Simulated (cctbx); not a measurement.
## La2ZnSe4 with cctbx, script by script

Library: cctbx 2025.11. The data are simulated by the first script.

## 1. Simulate the data

run.py:

```python
from cctbx import adptbx, crystal, miller, sgtbx, xray
from cctbx.array_family import flex
from iotbx.shelx import hklf
from scitbx import matrix
import scitbx.random

cs = crystal.symmetry(unit_cell=(9.078, 9.078, 8.904, 90, 90, 90), space_group_symbol='Hall: I -4 2bw')  # I-42d
atoms = [  # label, site, U (iso, or U11 U22 U33 U12 U13 U23 in A^2), occupancy
    ("La1", (0.25, 0.3752, 0.875), (0.0120, 0.0132, 0.0117, 0.0000, -0.0003, 0.0000), 1),
    ("Se1", (0.1689, 0.0728, 0.6898), (0.0063, 0.0090, 0.0090, 0.0004, -0.0005, -0.0009), 1),
    ("Zn1", (0, 0, 0), (0.0120, 0.0120, 0.0148, 0.0000, 0.0000, 0.0000), 1),
]
xs = xray.structure(crystal_symmetry=cs)
for label, site, u, occ in atoms:
    u = adptbx.u_cif_as_u_star(cs.unit_cell(), u) if isinstance(u, tuple) else u
    xs.add_scatterer(xray.scatterer(label, site=site, u=u, occupancy=occ))
xs.set_inelastic_form_factors(0.71073, "sasaki")
xs.show_summary()
p1 = xs.expand_to_p1()
ms = miller.build_set(p1, anomalous_flag=True, d_min=0.77)
flex.set_random_seed(722867)
scitbx.random.set_random_seed(722867)
ms = ms.select(flex.random_double(ms.size()) < 0.9)
i = ms.structure_factors_from_scatterers(p1, algorithm="direct").f_calc().as_intensity_array().data()
i = i * 40000 / flex.max(i)
sig = flex.sqrt(i + flex.pow2(0.03 * i) + 4 ** 2)
noise = scitbx.random.variate(scitbx.random.normal_distribution())(i.size())
data = ms.array(data=i + sig * noise, sigmas=sig).set_observation_type_xray_intensity()
with open("data.hkl", "w") as f:
    data.export_as_shelx_hklf(f)
print("reflections written:", data.size(), " <I/sigma> = %.1f" % flex.mean(data.data() / data.sigmas()))
for h, a, b in list(data.sort("data"))[:12]:
    print("%4d%4d%4d %9.1f %7.1f" % (h + (a, b)))
```

```console
$ python run.py
```

```text
Number of scatterers: 3
At special positions: 2
Unit cell: (9.078, 9.078, 8.904, 90, 90, 90)
Space group: I -4 2 d (No. 122)
reflections written: 6085  <I/sigma> = 12.0
  -1  -3   0   40939.0  1216.6
   3   1   0   40398.5  1216.6
   1   3   0   40228.1  1216.6
  -3  -1   0   39548.0  1216.6
  -3   1   0   38833.5  1216.6
   1  -3   0   38636.8  1216.6
  -1   3   0   38629.6  1216.6
   1   0  -3   36650.1  1058.0
   0   1  -3   36583.6  1058.0
   3   0  -1   36452.2  1056.1
   0  -1   3   35856.8  1058.0
  -3   0  -1   35657.4  1056.1
```

It took 0.37 s on 1 thread of Arm Neoverse N1, with other jobs on the host, peak memory 0.07 GiB.

## 2. Refinement (refined in the given hand)

run.py:

```python
import math
from cctbx import adptbx, crystal, maptbx, sgtbx, xray
from cctbx.array_family import flex
from cctbx.xray import observations
from iotbx.shelx import hklf
from scitbx.lstbx import normal_eqns_solving
from smtbx import absolute_structure, utils
from smtbx.refinement import constraints, least_squares

cs = crystal.symmetry(unit_cell=(9.078, 9.078, 8.904, 90, 90, 90), space_group_symbol='Hall: I -4 2bw')  # I-42d
atoms = [  # label, site, U (iso, or U11 U22 U33 U12 U13 U23 in A^2), occupancy
    ("La1", (0.25, 0.3763, 0.875), 0.0200, 1),
    ("Se1", (0.1701, 0.0716, 0.6867), 0.0200, 1),
    ("Zn1", (0, 0, 0), 0.0200, 1),
]
xs = xray.structure(crystal_symmetry=cs)
for label, site, u, occ in atoms:
    u = adptbx.u_cif_as_u_star(cs.unit_cell(), u) if isinstance(u, tuple) else u
    xs.add_scatterer(xray.scatterer(label, site=site, u=u, occupancy=occ))
xs.set_inelastic_form_factors(0.71073, "sasaki")
xs.convert_to_anisotropic()
raw = hklf.reader(file_name="data.hkl").as_miller_arrays(crystal_symmetry=cs, anomalous=True)[0]
merged = raw.eliminate_sys_absent().merge_equivalents()
fo2 = merged.array().set_observation_type_xray_intensity()
print("Rint %.3f, %d unique reflections to %.2f A" % (merged.r_int(), fo2.size(), fo2.d_min()))
for sc in xs.scatterers():
    sc.flags.set_grad_site(True)
    sc.flags.set_grad_u_aniso(sc.flags.use_u_aniso())
    sc.flags.set_grad_u_iso(sc.flags.use_u_iso())
obs = fo2.as_xray_observations()
extra = {}
rep = constraints.reparametrisation(xs, [], utils.connectivity_table(xs), **extra)
ls = least_squares.crystallographic_ls(obs, rep, weighting_scheme=least_squares.mainstream_shelx_weighting(a=0, b=0))
print("cycle     R1     wR2    GooF  max shift (A)")
for cycle in range(8):
    ls.build_up()
    r1, wr2, goof = ls.r1_factor(cutoff_factor=2)[0], ls.wR2(), ls.goof()
    old = xs.sites_cart()
    normal_eqns_solving.levenberg_marquardt_iterations(ls, n_max_iterations=3, tau=1e-06, step_threshold=1e-7)
    big = flex.max((xs.sites_cart() - old).norms())
    print("%4d %7.4f %7.4f %7.3f %9.5f" % (cycle + 1, r1, wr2, goof, big))
    ls.build_up(objective_only=True)
    if abs(ls.wR2() - wr2) < 5e-5 and big < 5e-4:
        break
ls.build_up()
print("final R1 %.4f wR2 %.4f GooF %.3f  parameters %d  data/parameter %.1f" % (ls.r1_factor(cutoff_factor=2)[0], ls.wR2(), ls.goof(), ls.n_parameters, fo2.size() / ls.n_parameters))
cov = ls.covariance_matrix_and_annotations()
su = dict(zip(cov.annotations, (math.sqrt(max(v, 0)) for v in cov.matrix.matrix_packed_u_diagonal())))
a2 = cs.unit_cell().reciprocal_parameters()[0] ** -2
print("atom        x        y        z      Ueq    occ   su(xyz)  su(Uiso or U11)")
for sc in xs.scatterers():
    s = max(su.get(sc.label + k, 0) for k in (".x", ".y", ".z"))
    npd = "" if sc.is_positive_definite_u(cs.unit_cell()) else "  NPD"
    print("%-5s %8.5f %8.5f %8.5f %8.4f %6.3f %8.5f %7.4f%s" % ((sc.label,) + sc.site + (sc.u_iso_or_equiv(cs.unit_cell()), sc.occupancy, s, su.get(sc.label + ".uiso", su.get(sc.label + ".u11", 0) * a2), npd)))
fc = fo2.structure_factors_from_scatterers(xs, algorithm="direct").f_calc()
absolute_structure.flack_analysis(xs, fo2.as_xray_observations()).show()
h = absolute_structure.hooft_analysis(fo2, fc, scale_factor=ls.scale_factor())
print("Hooft y: %.3f(%.0f)  Bijvoet pairs: %d" % (h.hooft_y, 1000 * h.sigma_y, h.n_bijvoet_pairs))
fo = fo2.f_sq_as_f()
fc = fo.structure_factors_from_scatterers(xs, algorithm="direct").f_calc()
diff = fo.f_obs_minus_f_calc(1 / math.sqrt(ls.scale_factor()), fc).average_bijvoet_mates()
m = diff.fft_map(symmetry_flags=maptbx.use_space_group_symmetry, resolution_factor=0.25).apply_volume_scaling()
print("difference map: max %.2f min %.2f rms %.2f" % (m.statistics().max(), m.statistics().min(), m.statistics().sigma()))
peaks = m.peak_search(parameters=maptbx.peak_search_parameters(min_distance_sym_equiv=0.6, max_clusters=6)).all()
near = xs.closest_distances(peaks.sites(), distance_cutoff=4)
sps = cs.special_position_settings(min_distance_sym_equiv=0.5)
for k, (x, h) in enumerate(zip(peaks.sites(), peaks.heights())):
    ss = sps.site_symmetry(x)
    print("Q%-3d %7.4f %7.4f %7.4f %4d %7.2f  %.2f A from %s" % ((k + 1,) + tuple(t % 1 for t in ss.exact_site()) + (ss.multiplicity(), h, near.smallest_distances[k], xs.scatterers()[near.i_seqs[k]].label)))
```

```console
$ python run.py
```

```text
Rint 0.025, 429 unique reflections to 0.77 A
cycle     R1     wR2    GooF  max shift (A)
   1  0.0925  0.2316  14.905   0.03157
   2  0.0057  0.0143   0.923   0.00000
final R1 0.0057 wR2 0.0143 GooF 0.923  parameters 16  data/parameter 26.8
atom        x        y        z      Ueq    occ   su(xyz)  su(Uiso or U11)
La1    0.25000  0.37522  0.87500   0.0123  1.000  0.00001  0.0001
Se1    0.16889  0.07279  0.68979   0.0080  1.000  0.00002  0.0001
Zn1    0.00000  0.00000  0.00000   0.0128  1.000  0.00000  0.0001
Flack x: -0.003(9)
Hooft y: 0.005(9)  Bijvoet pairs: 174
difference map: max 0.22 min -0.27 rms 0.06
Q1    0.0000  0.0000  0.5000    4    0.22  2.38 A from Se1
Q2    0.0754  0.1642  0.8011   16    0.18  1.55 A from Se1
Q3    0.0707  0.2527  0.0048   16    0.17  1.59 A from Se1
Q4    0.0231  0.6590  0.9021   16    0.17  0.57 A from Se1
Q5    0.1260  0.1974  0.6129   16    0.17  1.38 A from Se1
Q6    0.0154  0.6446  0.6862   16    0.15  1.48 A from La1
```

Time: 0.5 s.

## 3. Simulate the data

run.py, as its changes from the last script of this kind:

```diff
@@ -17 +17 @@
-xs.set_inelastic_form_factors(0.71073, "sasaki")
+xs.set_inelastic_form_factors(1.54184, "sasaki")
@@ -20,3 +20,3 @@
-ms = miller.build_set(p1, anomalous_flag=True, d_min=0.77)
-flex.set_random_seed(722867)
-scitbx.random.set_random_seed(722867)
+ms = miller.build_set(p1, anomalous_flag=True, d_min=0.83)
+flex.set_random_seed(752091)
+scitbx.random.set_random_seed(752091)
@@ -25,2 +25,3 @@
-i = i * 40000 / flex.max(i)
-sig = flex.sqrt(i + flex.pow2(0.03 * i) + 4 ** 2)
+i = i / flex.sqrt(1 + 0.3 * i / flex.max(i))  # extinction
+i = i * 20000 / flex.max(i)
+sig = flex.sqrt(i + flex.pow2(0.04 * i) + 2 ** 2)
```

```console
$ python run.py
```

```text
Number of scatterers: 3
At special positions: 2
Unit cell: (9.078, 9.078, 8.904, 90, 90, 90)
Space group: I -4 2 d (No. 122)
reflections written: 4818  <I/sigma> = 9.1
  -1  -3   0   21386.4   812.4
   1  -3   0   21231.5   812.4
  -3  -1   0   20977.4   812.4
  -1   3   0   20701.2   812.4
  -3   1   0   20246.1   812.4
   3  -1   0   20096.7   812.4
   1   3   0   19614.2   812.4
   3   1   0   19484.4   812.4
  -3   0  -1   19224.0   699.8
   4  -4   4   19214.1   744.8
  -4  -4  -4   18903.2   744.8
  -4   4   4   18890.5   744.8
```

Time: 0.38 s.

## 4. Refinement (refined in the given hand)

run.py, as its changes from the last script of this kind:

```diff
@@ -12,2 +12,2 @@
-    ("La1", (0.25, 0.3763, 0.875), 0.0200, 1),
-    ("Se1", (0.1701, 0.0716, 0.6867), 0.0200, 1),
+    ("La1", (0.25, 0.3769, 0.875), 0.0200, 1),
+    ("Se1", (0.1726, 0.073, 0.6929), 0.0200, 1),
@@ -20 +20 @@
-xs.set_inelastic_form_factors(0.71073, "sasaki")
+xs.set_inelastic_form_factors(1.54184, "sasaki")
```

```console
$ python run.py
```

```text
Rint 0.032, 339 unique reflections to 0.83 A
cycle     R1     wR2    GooF  max shift (A)
   1  0.1010  0.2578  12.712   0.04390
   2  0.0108  0.0257   1.269   0.00000
final R1 0.0108 wR2 0.0257 GooF 1.269  parameters 16  data/parameter 21.2
atom        x        y        z      Ueq    occ   su(xyz)  su(Uiso or U11)
La1    0.25000  0.37525  0.87500   0.0115  1.000  0.00003  0.0001
Se1    0.16883  0.07283  0.68982   0.0074  1.000  0.00004  0.0002
Zn1    0.00000  0.00000  0.00000   0.0123  1.000  0.00000  0.0003
Flack x: 0.0009(13)
Hooft y: 0.002(3)  Bijvoet pairs: 136
difference map: max 0.42 min -0.70 rms 0.15
Q1    0.0684  0.1933  0.8160   16    0.43  1.81 A from Se1
Q2    0.1121  0.1355  0.8691   16    0.42  1.77 A from Se1
Q3    0.0000  0.0000  0.5000    4    0.41  2.38 A from Se1
Q4    0.0164  0.6581  0.5251   16    0.38  1.57 A from La1
Q5    0.0677  0.0758  0.1909   16    0.34  1.86 A from Se1
Q6    0.0643  0.1915  0.5665   16    0.34  1.81 A from Se1
```

Time: 0.51 s.

## 5. Simulate the data

run.py, as its changes from the last script of this kind:

```diff
@@ -17 +17 @@
-xs.set_inelastic_form_factors(1.54184, "sasaki")
+xs.set_inelastic_form_factors(0.56087, "sasaki")
@@ -20,3 +20,3 @@
-ms = miller.build_set(p1, anomalous_flag=True, d_min=0.83)
-flex.set_random_seed(752091)
-scitbx.random.set_random_seed(752091)
+ms = miller.build_set(p1, anomalous_flag=True, d_min=0.77)
+flex.set_random_seed(273358)
+scitbx.random.set_random_seed(273358)
@@ -25,3 +25,6 @@
-i = i / flex.sqrt(1 + 0.3 * i / flex.max(i))  # extinction
-i = i * 20000 / flex.max(i)
-sig = flex.sqrt(i + flex.pow2(0.04 * i) + 2 ** 2)
+law = matrix.sqr((-1, 0, 0, 0, -1, 0, 0, 0, -1))
+mate = flex.miller_index([tuple(matrix.row(h) * law) for h in ms.indices()])
+i2 = ms.customized_copy(indices=mate).structure_factors_from_scatterers(p1, algorithm="direct").f_calc().as_intensity_array().data()
+i = (1 - 0.3) * i + 0.3 * i2
+i = i * 70000 / flex.max(i)
+sig = flex.sqrt(i + flex.pow2(0.03 * i) + 2 ** 2)
```

```console
$ python run.py
```

```text
Number of scatterers: 3
At special positions: 2
Unit cell: (9.078, 9.078, 8.904, 90, 90, 90)
Space group: I -4 2 d (No. 122)
reflections written: 6097  <I/sigma> = 13.0
  -3  -1   0   71676.6  2116.6
   1   3   0   70663.9  2116.6
  -1   3   0   70610.8  2116.6
   3  -1   0   70537.5  2116.6
   3   1   0   69539.6  2116.6
  -3   1   0   67844.8  2116.6
  -1  -3   0   67472.5  2116.6
  -1   0  -3   63497.7  1851.5
   0   3  -1   62870.0  1848.0
  -1   0   3   62853.8  1851.5
   0   1   3   62784.4  1851.5
   0  -1   3   61670.1  1851.5
```

Time: 0.41 s.

## 6. Refinement (refined in the given hand)

run.py, as its changes from the last script of this kind:

```diff
@@ -12,2 +12,2 @@
-    ("La1", (0.25, 0.3769, 0.875), 0.0200, 1),
-    ("Se1", (0.1726, 0.073, 0.6929), 0.0200, 1),
+    ("La1", (0.25, 0.3753, 0.875), 0.0200, 1),
+    ("Se1", (0.1687, 0.074, 0.6919), 0.0200, 1),
@@ -20 +20 @@
-xs.set_inelastic_form_factors(1.54184, "sasaki")
+xs.set_inelastic_form_factors(0.56087, "sasaki")
```

```console
$ python run.py
```

```text
Rint 0.023, 429 unique reflections to 0.77 A
cycle     R1     wR2    GooF  max shift (A)
   1  0.0863  0.2295  15.970   0.02189
   2  0.0079  0.0229   1.592   0.00000
final R1 0.0079 wR2 0.0229 GooF 1.592  parameters 16  data/parameter 26.8
atom        x        y        z      Ueq    occ   su(xyz)  su(Uiso or U11)
La1    0.25000  0.37518  0.87500   0.0123  1.000  0.00002  0.0001
Se1    0.16889  0.07280  0.68978   0.0081  1.000  0.00002  0.0001
Zn1    0.00000  0.00000  0.00000   0.0129  1.000  0.00000  0.0002
Flack x: 0.291(12)
Hooft y: 0.303(12)  Bijvoet pairs: 174
difference map: max 0.23 min -0.17 rms 0.06
Q1    0.1454  0.2500  0.1250    8    0.23  2.40 A from Se1
Q2    0.0671  0.0525  0.6136   16    0.20  1.16 A from Se1
Q3    0.0098  0.6309  0.3055   16    0.18  1.29 A from Zn1
Q4    0.0231  0.1868  0.8730   16    0.16  1.68 A from Se1
Q5    0.0737  0.1025  0.8801   16    0.16  1.57 A from Zn1
Q6    0.0616  0.6714  0.2746   16    0.16  1.49 A from Se1
```

It took 0.51 s on 1 thread of Arm Neoverse N1 (shared host), peak memory 0.09 GiB.

[Logs are printed without paths, hosts, clocks, repeated set-up lines and the standing remarks that a program may print on its own settings, such as how far it seeks lower states.]
